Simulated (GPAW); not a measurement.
# Dielectric function and optical constants of ZnS (Wurtzite-2H)

Wanted: where ZnS (Wurtzite-2H) starts to absorb, how strongly, and its refractive index. The cell comes from an older database entry, whose edges can differ from later determinations, mostly by under a per cent.

Method: DFT, PBE, plane-wave PAW (GPAW data sets), scalar-relativistic, RPA, optical limit, in GPAW 26.7.0.

Report form: the programs' logs are mostly left out.

The database entry behind the starting cell differs from later determinations by our own check (about 0.4 % short), so it need not match the best structure at ambient conditions.

## Step 1: Starting point

It takes space group P6_3mc (No. 186, hexagonal). The conventional cell has a = 3.811 Å, b = 3.811 Å, c = 6.234 Å, α = 90.00°, β = 90.00°, γ = 120.00°. Nearest to Zn lie 4 S at 2.31 to 2.40 Å. Nearest to S lie 4 Zn at 2.31 to 2.40 Å. Farther neighbours and most contacts between anions are not listed.

## Step 2: Ground state

First the ground state: is it a metal or has it a gap?

This step: DFT, PBE, plane-wave PAW (GPAW data sets), scalar-relativistic, ground state (GPAW 26.7.0).

Input file gs.py:

```python
from ase import Atoms
from ase.dft.bandgap import bandgap
from gpaw import GPAW, PW, FermiDirac

atoms = Atoms(['Zn', 'Zn', 'S', 'S'],
              cell=[[3.81100000, 0.00000000, 0.00000000],
                    [-1.90550000, 3.30042281, 0.00000000],
                    [0.00000000, 0.00000000, 6.23400000]],
              scaled_positions=[[0.66666667, 0.33333333, 0.50000000],
                                [0.33333333, 0.66666667, 0.00000000],
                                [0.66666667, 0.33333333, 0.88500000],
                                [0.33333333, 0.66666667, 0.38500000]],
              pbc=[True, True, True])
atoms.calc = GPAW(mode=PW(400), xc='PBE', kpts={'size': (7, 7, 4), 'gamma': True},
                  occupations=FermiDirac(0.05), maxiter=150, txt='gs.txt')
print('energy (eV)', atoms.get_potential_energy())
print('Fermi level (eV)', atoms.calc.get_fermi_level())
print('valence electrons', atoms.calc.get_number_of_electrons())
print('gap (eV)', bandgap(atoms.calc, output=None)[0])
print('direct gap (eV)', bandgap(atoms.calc, direct=True, output=None)[0])
atoms.calc.write('gs.gpw')
```

Launch:

```bash
$ OMP_NUM_THREADS=1 python gs.py
```

It took 36 s on 1 thread of Arm Neoverse V2, shared host; peak memory 0.19 GiB.

This step gave:

```
energy                 : -13.70 eV
Fermi energy           : 4.815 eV
gap on the k-mesh      : 2.242 eV
direct gap on the mesh : 2.242 eV
electrons              : 36
```

There is a gap, 2.24 eV on this mesh (points off the mesh can give less), so no carriers' term is needed.

## Step 3: Bands for the response

At the fixed density, many empty bands are solved on the mesh of the response, since the spectrum sums over them.

This step: DFT, PBE, plane-wave PAW (GPAW data sets), scalar-relativistic, bands at fixed density (GPAW 26.7.0).

Input file nscf.py:

```python
from ase.dft.bandgap import bandgap
from gpaw import GPAW, FermiDirac

calc = GPAW('gs.gpw').fixed_density(kpts={'size': (8, 8, 4), 'gamma': True}, nbands=62, convergence={'bands': 56},
                                    occupations=FermiDirac(0.001), txt='nscf.txt')
print('gap (eV)', bandgap(calc, output=None)[0])
print('direct gap (eV)', bandgap(calc, direct=True, output=None)[0])
print('top band over the Fermi level (eV)', min(calc.get_eigenvalues(kpt=k)[55] for k in range(len(calc.get_ibz_k_points()))) - calc.get_fermi_level())
calc.write('full.gpw', mode='all')
```

Launch:

```bash
$ OMP_NUM_THREADS=1 python nscf.py
```

Wall time 2.9 min (1 thread); peak memory 0.29 GiB.

## Step 4: Dielectric function, RPA

Transitions between filled and empty bands, summed over the zone, give the optical response, so mesh, band count and broadening shape it.

The induced potential is part of this response.

This step: DFT, PBE, plane-wave PAW (GPAW data sets), scalar-relativistic, RPA, optical limit (GPAW 26.7.0).

Input file df.py:

```python
from gpaw.response.df import DielectricFunction

df = DielectricFunction('full.gpw', frequencies={'type': 'nonlinear', 'domega0': 0.03, 'omega2': 8},
                        ecut=30,
                        eta=0.15,
                        nbands=56,
                        txt='df.txt')
for direction in ['x', 'z']:
    df.get_dielectric_function(xc='RPA', direction=direction, filename=f'df_{direction}.csv')
```

Launch:

```bash
$ OMP_NUM_THREADS=1 python df.py
```

Wall time 22 s (1 thread); peak memory 0.26 GiB.

This step gave:

* electronic dielectric constant ε∞, mean over x, y and z (by symmetry where fewer were run): 5.633
* centre of weight of the strongest loss peak in the window: 18.17 eV

Some rows of df_x.csv (energy; Re and Im without local fields; Re and Im with them):

```text
0.000000, 6.245037, -0.000000, 5.612017, -0.000000
0.651243, 6.321820, 0.036626, 5.683043, 0.033991
1.347938, 6.611067, 0.096476, 5.954146, 0.091636
2.095014, 7.449800, 0.596529, 6.773295, 0.619193
2.898142, 8.262982, 0.700760, 7.481348, 0.711459
3.763875, 10.166606, 2.509308, 9.144612, 2.539820
4.699832, 10.773561, 7.042039, 8.944661, 6.572001
5.714917, 5.720495, 9.333739, 3.885726, 7.498439
6.819608, 3.614801, 11.629149, 3.337464, 7.282767
8.026317, -2.264256, 6.097928, -0.805265, 4.752211
9.349861, -1.971077, 3.510081, -0.819442, 3.259848
10.808071, -2.071743, 2.237158, -1.152747, 2.681842
12.422601, -1.062738, 1.135766, -0.788282, 1.299327
14.220012, -0.669069, 0.752244, -0.463820, 0.928669
16.233242, -0.191467, 0.505580, -0.014661, 0.538624
18.503643, 0.074549, 0.367601, 0.282495, 0.462463
21.083856, 0.256259, 0.219140, 0.357680, 0.342096
24.041937, 0.405478, 0.133584, 0.459660, 0.256677
27.467452, 0.562893, 0.093771, 0.568232, 0.206985
```

The Im ε has structure finer than the step of the table below, so its rows give means over 0.5 eV, whole bins alone (the curve runs from 0 to 28.4 eV). Peaks (eV: height): E ∥ x 3.22: 2.43, 3.94: 4.50, 4.84: 7.82, 5.37: 9.06, 5.87: 8.57, 6.99: 8.59; E ∥ z 3.14: 3.36, 5.47: 9.57, 5.82: 9.64, 7.04: 7.39.

Sum at mesh points, not converged in k; values under the direct gap are tails of Lorentzian lines. The Im ε by photon energy; means over each step:

| photon energy (eV) | E ∥ x | E ∥ z |
| --- | --- | --- |
| 0.5 | 0.0257 | 0.0275 |
| 1.0 | 0.0583 | 0.0630 |
| 1.5 | 0.120 | 0.133 |
| 2.0 | 0.507 | 0.601 |
| 2.5 | 0.652 | 0.753 |
| 3.0 | 1.29 | 1.97 |
| 3.5 | 1.67 | 1.24 |
| 4.0 | 3.60 | 2.38 |
| 4.5 | 4.76 | 6.10 |
| 5.0 | 7.34 | 8.62 |
| 5.5 | 8.15 | 8.84 |
| 6.0 | 7.42 | 7.60 |
| 6.5 | 5.68 | 5.51 |
| 7.0 | 7.77 | 6.50 |
| 7.5 | 6.10 | 5.35 |
| 8.0 | 4.98 | 4.35 |
| 8.5 | 4.19 | 4.53 |
| 9.0 | 3.54 | 3.97 |
| 9.5 | 3.06 | 2.61 |
| 10.0 | 3.12 | 2.63 |
| 10.5 | 2.93 | 2.95 |
| 11.0 | 2.39 | 2.42 |
| 11.5 | 2.02 | 1.63 |
| 12.0 | 1.61 | 1.35 |
| 12.5 | 1.29 | 1.57 |
| 13.0 | 1.26 | 1.26 |
| 13.5 | 1.05 | 0.936 |
| 14.0 | 0.986 | 0.972 |
| 14.5 | 0.811 | 0.910 |
| 15.0 | 0.667 | 0.830 |
| 15.5 | 0.603 | 0.666 |
| 16.0 | 0.545 | 0.649 |
| 16.5 | 0.515 | 0.639 |
| 17.0 | 0.503 | 0.500 |
| 17.5 | 0.491 | 0.418 |
| 18.0 | 0.425 | 0.406 |
| 18.5 | 0.451 | 0.438 |
| 19.0 | 0.472 | 0.456 |
| 19.5 | 0.450 | 0.461 |
| 20.0 | 0.407 | 0.404 |
| 20.5 | 0.373 | 0.370 |
| 21.0 | 0.342 | 0.331 |
| 21.5 | 0.328 | 0.326 |
| 22.0 | 0.308 | 0.304 |
| 22.5 | 0.297 | 0.315 |
| 23.0 | 0.302 | 0.293 |
| 23.5 | 0.290 | 0.264 |
| 24.0 | 0.261 | 0.248 |
| 24.5 | 0.245 | 0.232 |
| 25.0 | 0.231 | 0.234 |
| 25.5 | 0.209 | 0.249 |
| 26.0 | 0.199 | 0.224 |
| 26.5 | 0.198 | 0.215 |
| 27.0 | 0.201 | 0.221 |
| 27.5 | 0.203 | 0.222 |
| 28.0 | 0.182 | 0.194 |

The reflectivity at normal incidence has structure finer than the step of the table below, so its rows give means over 0.5 eV, whole bins alone (the curve runs from 0 to 28.4 eV). Peaks (eV: height): E ∥ x 5.92: 35.2, 7.10: 38.0, 12.02: 38.7, 13.43: 35.9; E ∥ z 3.06: 24.5, 5.92: 40.2, 7.10: 36.3, 9.42: 39.7, 11.25: 41.0, 13.08: 35.1.

Sum at mesh points, not converged in k. Reflectivity at normal incidence against photon energy; means over each step:

```csv
photon energy (eV),E ∥ x (%),E ∥ z (%)
0.5,16.6,16.8
1.0,17.1,17.3
1.5,17.9,18.1
2.0,19.4,19.8
2.5,19.1,19.4
3.0,22.3,22.8
3.5,22.6,20.2
4.0,25.5,26.8
4.5,28.5,31.3
5.0,31.0,33.7
5.5,32.6,34.5
6.0,32.8,36.0
6.5,26.7,27.9
7.0,35.1,32.4
7.5,35.7,34.8
8.0,35.0,29.2
8.5,35.0,30.9
9.0,32.7,36.9
9.5,30.2,36.0
10.0,29.4,24.9
10.5,32.1,30.1
11.0,35.8,36.7
11.5,35.2,38.0
12.0,37.9,30.3
12.5,34.2,26.9
13.0,30.6,34.1
13.5,33.2,30.0
14.0,29.9,24.8
14.5,31.8,24.3
15.0,29.4,24.1
15.5,26.0,24.9
16.0,21.5,18.9
16.5,18.1,19.7
17.0,15.4,20.1
17.5,13.9,16.4
18.0,12.0,10.8
18.5,9.17,9.05
19.0,8.80,8.28
19.5,9.47,8.76
20.0,8.94,9.06
20.5,8.06,7.73
21.0,6.99,6.65
21.5,6.20,6.00
22.0,5.66,5.04
22.5,4.84,4.71
23.0,4.56,4.84
23.5,4.53,4.18
24.0,4.23,3.71
24.5,3.84,3.23
25.0,3.50,2.77
25.5,3.16,2.80
26.0,2.71,2.73
26.5,2.46,2.39
27.0,2.30,2.26
27.5,2.32,2.32
28.0,2.22,2.31
```

Sum at mesh points, not converged in k; values under the direct gap are tails of Lorentzian lines. The loss function −Im 1/ε at q → 0 by energy loss; read off at these points:

```
energy loss (eV)    E ∥ x    E ∥ z
            0.00        0        0
            0.50   8.0e-4   8.3e-4
            1.00  0.00171  0.00180
            1.50  0.00312  0.00334
            2.00  0.00888  0.00998
            2.50   0.0129   0.0142
            3.00   0.0171   0.0264
            3.50   0.0227   0.0219
            4.00   0.0600   0.0212
            4.50   0.0456   0.0446
            5.00   0.0762   0.0695
            5.50    0.105   0.0958
            6.00    0.125    0.135
            6.50    0.150    0.176
            7.00    0.113    0.133
            7.50    0.169    0.179
            8.00    0.202    0.231
            8.50    0.224    0.223
            9.00    0.255    0.226
            9.50    0.318    0.306
           10.00    0.303    0.373
           10.50    0.309    0.318
           11.00    0.335    0.336
           11.50    0.391    0.436
           12.00    0.428    0.651
           12.50    0.588    0.574
           13.00    0.674    0.587
           13.50    0.731    0.886
           14.00    0.821    0.919
           14.50    0.955    0.989
           15.00     1.27     1.15
           15.50     1.48     1.43
           16.00     1.79     1.53
           16.44     1.99     1.53
           16.50     1.96     1.55
           17.00     1.91     2.03
           17.50     1.83     2.31
           17.61     1.91     2.34
           17.83     2.02     2.03
           18.00     1.96     1.83
           18.50     1.58     1.60
           19.00     1.49     1.48
           19.50     1.66     1.53
           20.00     1.67     1.70
           20.06     1.68     1.69
           20.50     1.58     1.51
           21.00     1.42     1.35
           21.50     1.29     1.30
           22.00     1.23     1.10
           22.50     1.08     1.06
           23.00     1.03     1.10
           23.50     1.01    0.938
           24.00    0.938    0.842
           24.50    0.869    0.747
           25.00    0.782    0.669
           25.50    0.688    0.698
           26.00    0.601    0.643
           26.50    0.566    0.584
           27.00    0.552    0.574
           27.50    0.565    0.580
           28.00    0.504    0.556
```

The Im ε, E ∥ x has structure finer than the step of the table below, so its rows give means over 0.5 eV, whole bins alone (the curve runs from 0 to 28.4 eV). Peaks (eV: height): without local fields 5.37: 10.5, 5.87: 10.8, 6.93: 12.6; with local fields 3.22: 2.43, 3.94: 4.50, 4.84: 7.82, 5.37: 9.06, 5.87: 8.57, 6.99: 8.59.

Sum at mesh points, not converged in k; values under the direct gap are tails of Lorentzian lines. The Im ε, E ∥ x by photon energy; means over each step:

```csv
photon energy (eV),without local fields,with local fields
0.5,0.0277,0.0257
1.0,0.0622,0.0583
1.5,0.124,0.120
2.0,0.490,0.507
2.5,0.633,0.652
3.0,1.25,1.29
3.5,1.64,1.67
4.0,3.52,3.60
4.5,4.98,4.76
5.0,8.13,7.34
5.5,9.65,8.15
6.0,9.33,7.42
6.5,8.48,5.68
7.0,11.2,7.77
7.5,8.05,6.10
8.0,6.36,4.98
8.5,4.92,4.19
9.0,3.97,3.54
9.5,3.40,3.06
10.0,3.41,3.12
10.5,2.76,2.93
11.0,2.01,2.39
11.5,1.69,2.02
12.0,1.30,1.61
12.5,1.14,1.29
13.0,1.11,1.26
13.5,0.885,1.05
14.0,0.827,0.986
14.5,0.676,0.811
15.0,0.582,0.667
15.5,0.543,0.603
16.0,0.514,0.545
16.5,0.493,0.515
17.0,0.432,0.503
17.5,0.384,0.491
18.0,0.353,0.425
18.5,0.365,0.451
19.0,0.361,0.472
19.5,0.331,0.450
20.0,0.284,0.407
20.5,0.242,0.373
21.0,0.220,0.342
21.5,0.212,0.328
22.0,0.201,0.308
22.5,0.192,0.297
23.0,0.178,0.302
23.5,0.168,0.290
24.0,0.138,0.261
24.5,0.116,0.245
25.0,0.109,0.231
25.5,0.106,0.209
26.0,0.0984,0.199
26.5,0.103,0.198
27.0,0.103,0.201
27.5,0.0939,0.203
28.0,0.0891,0.182
```

From ε follow the optical constants at some laser and lamp lines:

```csv
wavelength (nm),n x,k x,R (%) x,1/α x,n z,k z,R (%) z,1/α z
1550,2.39,0.009,16.8,14 µm,2.41,0.010,17.0,13 µm
1064,2.42,0.015,17.2,5.7 µm,2.44,0.016,17.5,5.3 µm
800,2.47,0.025,17.9,2.5 µm,2.49,0.028,18.2,2.3 µm
633,2.56,0.065,19.3,779 nm,2.59,0.075,19.7,672 nm
450,2.65,0.095,20.5,376 nm,2.70,0.124,21.2,288 nm
405,2.84,0.255,23.3,126 nm,2.88,0.451,24.5,71 nm
193,1.99,1.326,25.6,12 nm,1.78,1.410,26.7,11 nm
```

Below the direct gap, k and the depth come from the tails of the Lorentzian lines, not from transitions.

Rows near the edge hang on the gap, which this functional as a rule makes too small, and phonon-assisted absorption is left out.

## Step 5: Summary of results

```yaml
electronic_dielectric_constant_eps_infinity_mean_over_x_y_and_z_by_symmetry_where_fewer_were_run_rpa: 5.63
centre_of_weight_of_the_strongest_loss_peak_in_the_window_first_axis: 18.2 eV
```

At this level (PBE, RPA) ZnS has a mean ε∞ = 5.63 and n = 2.39 at 1550 nm (E ∥ x). On the mesh the gap is 2.24 eV and the least direct gap 2.24 eV. Local fields change the static value along x from 6.25 to 5.61 (-10 %). The static values by axis are 5.61 (x), 5.67 (z). Excitons and phonon-assisted transitions are missing; PBE gaps are as a rule too small, which pulls the onset down and ε∞ up. The curves end at 28 eV, about where the summed bands run out. The mesh misses the corner K of the hexagonal zone, so gaps read from it can be too wide where band edges lie there. In this version of GPAW the matrix elements of the optical limit are incomplete, which can lower ε − 1 by up to a tenth where first-row anions or d states rule, and shift it by more in d metals. The sum runs over mesh points 0.25 Å⁻¹ apart with no interpolation, so peaks are partly noise of the mesh and static values carry its error. Besides steps told in other documents, this task had 1 run with a known fault of program or setting; those not told in a step above aren't shown.

[Machine, clock and banner lines and Python warnings are left out of the logs.]

[Logs are printed without paths, hosts, clocks, repeated set-up lines and the standing remarks that a program may print on its own settings, such as how far it seeks lower states.]

[Hosts, paths, dates, database ids (printed as entryN), source tags and the programs' standing remarks are cut or masked in the printed files.]
